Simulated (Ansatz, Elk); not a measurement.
## Bonding as seen by X-rays: NbSi

The structure of NbSi used here is made up (a known structure type with other elements) and was relaxed beforehand with PBE. The aim is the Fourier transform of its all-electron density, F(hkl), set beside the sum over free spherical atoms that refinements use.

Calculated with Elk 11.2.3 (patched build); DFT, PBE, all-electron APW+lo, Dirac cores, scalar-relativistic bands, static density, no spin.

The structure was built from a prototype and need not be the compound's stable phase.

**1. Starting point**

Symmetry: F-43m, No. 216, cubic system. Conventional cell: a = 5.763 Å, b = 5.763 Å, c = 5.763 Å, α = 90.00°, β = 90.00°, γ = 90.00°. Nearest to Nb lie 4 Si at 2.50 Å. Si has 4 Nb at 2.50 Å nearest. Farther neighbours are not listed.

Coordinates:

```cif
data_structure
_symmetry_space_group_name_H-M 'P 1'
_symmetry_Int_Tables_number 1
_cell_length_a 4.0753
_cell_length_b 4.0753
_cell_length_c 4.0753
_cell_angle_alpha 60.000
_cell_angle_beta 60.000
_cell_angle_gamma 60.000
_cell_volume 47.86
loop_
_atom_site_label
_atom_site_type_symbol
_atom_site_fract_x
_atom_site_fract_y
_atom_site_fract_z
_atom_site_occupancy
Nb1 Nb 0.00000 0.00000 0.00000 1
Si2 Si 0.75000 0.75000 0.75000 1
```

**2. Ground state and structure factors**

An all-electron density is needed, since X-rays see the cores too. Task 0 finds the density and task 195 Fourier-transforms it; tshift is off so that phases refer to the origin typed.

elk.in reads:

```
tasks
  0
  195

xctype
  20

spinpol
  .false.

rgkmax
  7.0

gmaxvr
  14.0

lmaxo
  7

lmaxapw
  8

swidth
  0.002

tshift
  .false.

ramdisk
  .false.

hmaxvr
  5.5

maxscl
  120

epspot
  1e-06

sppath
  './'

avec
  -0.00000000000 5.44559260055 5.44559260055
  5.44559260055 0.00000000000 5.44559260055
  5.44559260055 5.44559260055 0.00000000000

atoms
  2
  'Nb.in'
  1
  0.0000000000 -0.0000000000 -0.0000000000   0.000000 0.000000 0.000000
  'Si.in'
  1
  0.7500000000 0.7500000000 0.7500000000   0.000000 0.000000 0.000000

ngridk
  7 7 7
```

Launch:

```
$ OMP_NUM_THREADS=4 elk
```

Numbers of over 12 decimals in the logs are rounded to 6 here.

Output:

```text
┌─────────────────────────┐
│ Elk code version 11.2.3 │
└─────────────────────────┘

All units are atomic (Hartree, Bohr, etc.)

┌─────────────────────────────────────────────────┐
│ Ground-state run starting from atomic densities │
└─────────────────────────────────────────────────┘

Lattice vectors :
  -0.000000000       5.445592601       5.445592601
   5.445592601       0.000000000       5.445592601
   5.445592601       5.445592601       0.000000000

Reciprocal lattice vectors :
 -0.5769055609      0.5769055609      0.5769055609
  0.5769055609     -0.5769055609      0.5769055609
  0.5769055609      0.5769055609     -0.5769055609

Unit cell volume      :    322.9724203
Brillouin zone volume :   0.7680228955

Muffin-tin inner radius fraction :   0.1000000000E-01

Nuclei treated as point charges

Species : 1 (Nb)
 parameters loaded from : Nb.in
 name : niobium
 nuclear charge    :   -41.00000000
 electronic charge :    41.00000000
 atomic mass :    169357.9704
 muffin-tin radius :    2.527428329
 number of radial points in muffin-tin :   1193
 inner part over the whole radius :   0.9881294837E-02
 number on inner part of muffin-tin    :    847
 approximate nuclear radius :   0.8268951942E-04
 number of mesh points to nuclear radius :    419
 atomic positions (lattice), magnetic fields (Cartesian) :
  1 :   0.00000000  0.00000000  0.00000000    0.00000000  0.00000000  0.00000000

Species : 2 (Si)
 parameters loaded from : Si.in
 name : silicon
 nuclear charge    :   -14.00000000
 electronic charge :    14.00000000
 atomic mass :    51196.73458
 muffin-tin radius :    2.138593202
 number of radial points in muffin-tin :    793
 inner part over the whole radius :   0.9984921791E-02
 number on inner part of muffin-tin    :    553
 approximate nuclear radius :   0.5963282101E-04
 number of mesh points to nuclear radius :    247
 atomic positions (lattice), magnetic fields (Cartesian) :
  1 :   0.75000000  0.75000000  0.75000000    0.00000000  0.00000000  0.00000000

Total number of atoms per unit cell :    2
Total muffin-tin volume :    108.5984623
 ratio of muffin-tin to unit cell volume :   0.3362468604

Spin treatment :
 spin-unpolarised

Number of Bravais lattice symmetries :   48
Number of crystal symmetries         :   24
Crystal has no inversion symmetry
Complex Hermitian eigensolver will be used

k-point grid :      7     7     7
k-point offset :    0.000000000       0.000000000       0.000000000
k-point set is reduced with full crystal symmetry group
Total number of k-points :       30

Muffin-tin radius times maximum |G+k| :    7.000000000
 using average radius
Maximum |G+k| for APW functions       :    3.000414788
Maximum (1/2)|G+k|²                   :    4.501244449
Maximum |G| for potential and density :    14.00000000
Constant for pseudocharge density :    9
 order of it for each species :   16  16
 order of it for pair densities of each species (exact exchange by exxq0 0: 17) :   11   7
Radial integration step length :    1

G-vector grid sizes :     35    35    35
Number of G-vectors :    15065

Maximum angular momentum used for
 APW functions            :    8
 outer part of muffin-tin :    7
 inner part of muffin-tin :    2

Total nuclear charge    :   -55.00000000
Total core charge       :    38.00000000
Total valence charge    :    17.00000000
Total excess charge     :    0.000000000
Total electronic charge :    55.00000000

Effective Wigner radius, rₛ :    1.119192299

Number of empty states         :      8
Total number of valence states :     17
Total number of core states    :     38

Third-order local-orbitals added for an l without core states : T
Total number of local-orbitals :     22

Exchange-correlation functional :     20     0     0
 Perdew-Burke-Ernzerhof, Phys. Rev. Lett. 77, 3865 (1996)
 gradient requirement :    1
 generalised gradient approximation (GGA)

Smearing type :    3
 Fermi-Dirac
Smearing width :   0.2000000000E-02
Effective electronic temperature (K) :    631.5500496

Mixing type :    3
[...]
xc potential                :     -173.89462728390
 exchange                    :     -136.98774244483
 correlation                 :     -2.643949
 electron entropic           :    -0.70009072823482E-03
 total energy                :     -4110.8371913284

Density of states at Fermi energy :    58.76853638
 (states/Hartree/unit cell)

Estimated indirect band gap :   0.1819943215E-02
 from k-point 9 to k-point 27
Estimated direct band gap   :   0.3868340002E-01
 at k-point 9

Charges :
 core                        :    38.00000000
 valence                     :    17.00000000
 interstitial                :    4.104753013
 muffin-tins (core leakage)
  species : 1 (Nb)
   atom 1                    :    38.20302179     (  0.1378727180E-05)
  species : 2 (Si)
   atom 1                    :    12.69222520     (  0.1864575800E-02)
 total in muffin-tins        :    50.89524699
 total calculated charge     :    54.99784770
 total charge                :    55.00000000
 error                       :   0.2152301106E-02

RMS change in Kohn-Sham potential (target) :   0.4583916453     (  0.1000000000E-05)
Absolute change in total energy (target)   :   0.1036386761     (  0.1000000000E-03)

[... loops 3 to 13 left out ...]

┌──────────────────┐
│ Loop number : 14 │
└──────────────────┘

Energies :
 Fermi                       :     0.201687
 sum of occupied eigenvalues :     -2431.3997847286
 electron kinetic            :      4244.9266198291
 core electron kinetic       :      4157.8194903968
 Coulomb                     :     -8215.4785429395
 Coulomb potential           :     -6494.2615430890
 nuclear-nuclear             :     -437.34490004451
 electron-nuclear            :     -9070.3442454759
 Hartree                     :      1292.2106025810
 Madelung                    :     -4968.3477713950
 xc potential                :     -182.06486146868
 exchange                    :     -137.23632922659
 correlation                 :     -2.650733
 electron entropic           :    -0.71048964297596E-03
 total energy                :     -4110.4396955402

Density of states at Fermi energy :    49.92664647
 (states/Hartree/unit cell)

Estimated indirect band gap :   0.5409368407E-02
 from k-point 9 to k-point 8
Estimated direct band gap   :   0.2891937574E-01
 at k-point 9

Charges :
 core                        :    38.00000000
 valence                     :    17.00000000
 interstitial                :    3.822206014
 muffin-tins (core leakage)
  species : 1 (Nb)
   atom 1                    :    38.94621203     (  0.1278073814E-05)
  species : 2 (Si)
   atom 1                    :    12.23158196     (  0.1900797475E-02)
 total in muffin-tins        :    51.17779399
 total calculated charge     :    54.99785045
 total charge                :    55.00000000
 error                       :   0.2149553782E-02

RMS change in Kohn-Sham potential (target) :   0.1890606817E-06 (  0.1000000000E-05)
Absolute change in total energy (target)   :   0.1557323685E-04 (  0.1000000000E-03)

Convergence targets achieved

┌──────────────────┐
│ Loop number : 15 │
└──────────────────┘

Energies :
 Fermi                       :     0.201687
 sum of occupied eigenvalues :     -2431.3997879422
 electron kinetic            :      4244.9266190351
 core electron kinetic       :      4157.8194894881
 Coulomb                     :     -8215.4785431984
 Coulomb potential           :     -6494.2615444158
 nuclear-nuclear             :     -437.34490004451
 electron-nuclear            :     -9070.3442447310
 Hartree                     :      1292.2106015771
 Madelung                    :     -4968.3477709905
 xc potential                :     -182.06486256140
 exchange                    :     -137.23632919728
 correlation                 :     -2.650733
 electron entropic           :    -0.71048949440501E-03
 total energy                :     -4110.4396965681

Density of states at Fermi energy :    49.92663639
 (states/Hartree/unit cell)

Estimated indirect band gap :   0.5409371026E-02
 from k-point 9 to k-point 8
Estimated direct band gap   :   0.2891937697E-01
 at k-point 9

Charges :
 core                        :    38.00000000
 valence                     :    17.00000000
 interstitial                :    3.822206007
 muffin-tins (core leakage)
  species : 1 (Nb)
   atom 1                    :    38.94621204     (  0.1278073434E-05)
  species : 2 (Si)
   atom 1                    :    12.23158195     (  0.1900797424E-02)
 total in muffin-tins        :    51.17779399
 total calculated charge     :    54.99785045
 total charge                :    55.00000000
 error                       :   0.2149553906E-02

┌──────────────────────────────┐
│ Self-consistent loop stopped │
└──────────────────────────────┘

Warning : core states of species 2 leak from the muffin-tin :   0.1900797424E-02

Wrote STATE.OUT
```

Run time: 7.7 s. Hardware: 4 threads of Arm Neoverse V2, shared host; peak memory 0.19 GiB.

SFACRHO.OUT:

```text

h k l indices transformed by vhmat matrix:
   1.000000000       0.000000000       0.000000000    
   0.000000000       1.000000000       0.000000000    
   0.000000000       0.000000000       1.000000000    

      h      k      l  multipl.   |H|            Re(F)            Im(F)           |F|

      0      0      0      1   0.0000000       54.999999      0.32788318E-16   54.999999    
     -1      0      0      4  0.99922974       34.688299       10.977925       36.383965    
     -1     -1     -1      4  0.99922974       34.688299      -10.977925       36.383965    
     -1      0     -1      6   1.1538111       23.053777     -0.34131260E-14   23.053777    
      1      0     -1     12   1.6317353       38.900259     -0.43397146E-14   38.900259    
     -2     -1     -2     12   1.9133793       28.158641       8.2477290       29.341679    
      1     -1      1     12   1.9133793       28.158641      -8.2477290       29.341679    
      0      2      0      4   1.9984595       19.663018     -0.21063085       19.664146    
      0      0     -2      4   1.9984595       19.663018      0.21063085       19.664146    
     -2      0     -2      6   2.3076222       33.498815      0.56141347E-14   33.498815    
      0     -2      1     12   2.5146730       24.954103       7.3904764       26.025495    
     -2     -3     -2     12   2.5146730       24.954103      -7.3904764       26.025495    
     -2      1     -1     24   2.5800001       17.230328     -0.15699102E-13   17.230328    
     -3     -2     -3     12   2.8262485       30.377563      0.49919186E-01   30.377604    
      1      1     -2     12   2.8262485       30.377563     -0.49919186E-01   30.377604    
     -3      0      0      4   2.9976892       22.712013      -6.7590914       23.696431    
      1     -2     -2     12   2.9976892       22.594026      -6.6915735       23.564108    
      1      3      3     12   2.9976892       22.594026       6.6915735       23.564108
```

Elk indexes on the primitive cell of elk.in and gives |H| = 4π sin θ/λ in inverse bohr. Below, one row stands for each form hkl of the conventional cell (m members, Friedel mates merged), F is for one primitive cell and the density is static (no thermal factor). Free-atom factors are Waasmaier and Kirfel's, and R is Σm||F|−|F'||/Σm|F|.

| hkl | m | sin θ/λ (Å⁻¹) | abs F, DFT | neutral atoms | diff. | abs of complex diff. |
| --- | --- | --- | --- | --- | --- | --- |
| 111 | 8 | 0.150 | 36.384 | 36.497 | -0.113 | 0.285 |
| 200 | 6 | 0.173 | 23.054 | 23.429 | -0.375 | 0.375 |
| 220 | 12 | 0.245 | 38.900 | 39.050 | -0.149 | 0.149 |
| 311 | 24 | 0.288 | 29.342 | 29.451 | -0.109 | 0.146 |
| 222 | 8 | 0.300 | 19.664 | 19.472 | +0.193 | 0.285 |
| 400 | 6 | 0.347 | 33.499 | 33.593 | -0.094 | 0.094 |
| 331 | 24 | 0.378 | 26.025 | 25.852 | +0.174 | 0.191 |
| 420 | 24 | 0.388 | 17.230 | 17.118 | +0.112 | 0.112 |
| 422 | 24 | 0.425 | 30.378 | 30.256 | +0.122 | 0.132 |
| 333 | 8 | 0.451 | 23.696 | 23.549 | +0.147 | 0.148 |
| 511 | 24 | 0.451 | 23.564 | 23.549 | +0.015 | 0.030 |
| 440 | 12 | 0.491 | 27.950 | 27.881 | +0.069 | 0.069 |
| 531 | 48 | 0.513 | 21.926 | 21.895 | +0.031 | 0.035 |
| 442 | 24 | 0.520 | 14.870 | 14.814 | +0.056 | 0.073 |
| 600 | 6 | 0.520 | 14.747 | 14.814 | -0.067 | 0.067 |
| 620 | 24 | 0.549 | 25.966 | 26.023 | -0.056 | 0.056 |
| 533 | 24 | 0.569 | 20.581 | 20.593 | -0.012 | 0.051 |
| 622 | 24 | 0.576 | 14.099 | 14.150 | -0.051 | 0.057 |

**3. The highest occupied states alone**

An energy window below the Fermi level keeps the highest occupied states, to see at which angles they scatter; shallow core shells can lie inside it and anion s states outside. No new self-consistency is needed.

elk.in, as its differences from that of step 2:

```diff
@@ -1,3 +1,2 @@
 tasks
-  0
   195
@@ -40,2 +39,5 @@
 
+wsfac
+  -0.349550 0.501690
+
 sppath
```

Launch:

```
$ OMP_NUM_THREADS=4 elk
```

Output:

```text
┌─────────────────────────────────┐
│ Elk code version 11.2.3 started │
└─────────────────────────────────┘

Info(readinput): the functional depends on the density's gradient
 muffin-tin radial points multiplied by    2.00000
 (not where nrmtscf is given)

┌────────────────────┐
│ Current task : 195 │
└────────────────────┘
Info(checkmt): changed muffin-tin radius of species 1 (Nb) from   2.6000 to   2.5274
Info(checkmt): changed muffin-tin radius of species 2 (Si) from   2.2000 to   2.1386

Info(sfacrho): density structure factors written to SFACRHO.OUT

 Energy window :  -0.3495500000      0.5016900000

┌──────────────────┐
│ Elk code stopped │
└──────────────────┘
```

The job ended after 3 s (4 threads; peak memory 0.19 GiB).

States within 15 eV below the Fermi level hold 9.00 electrons; any levels below the window count with the cores. Their amplitudes can exceed the total, where window and core parts have opposite phase:

| hkl | sin θ/λ (Å⁻¹) | abs F, window | abs F, all |
| --- | --- | --- | --- |
| 111 | 0.150 | 2.101 | 36.384 |
| 200 | 0.173 | 0.068 | 23.054 |
| 220 | 0.245 | 0.468 | 38.900 |
| 311 | 0.288 | 0.205 | 29.342 |
| 222 | 0.300 | 0.442 | 19.664 |
| 400 | 0.347 | 0.175 | 33.499 |
| 331 | 0.378 | 0.149 | 26.025 |
| 420 | 0.388 | 0.081 | 17.230 |
| 422 | 0.425 | 0.057 | 30.378 |
| 333 | 0.451 | 0.070 | 23.696 |

(Continued in part 2 of 2.)

[Logs are printed without paths, hosts, clocks, repeated set-up lines and the standing remarks that a program may print on its own settings, such as how far it seeks lower states.]

[Hosts, paths, dates, database ids (printed as entryN), source tags and the programs' standing remarks are cut or masked in the printed files.]
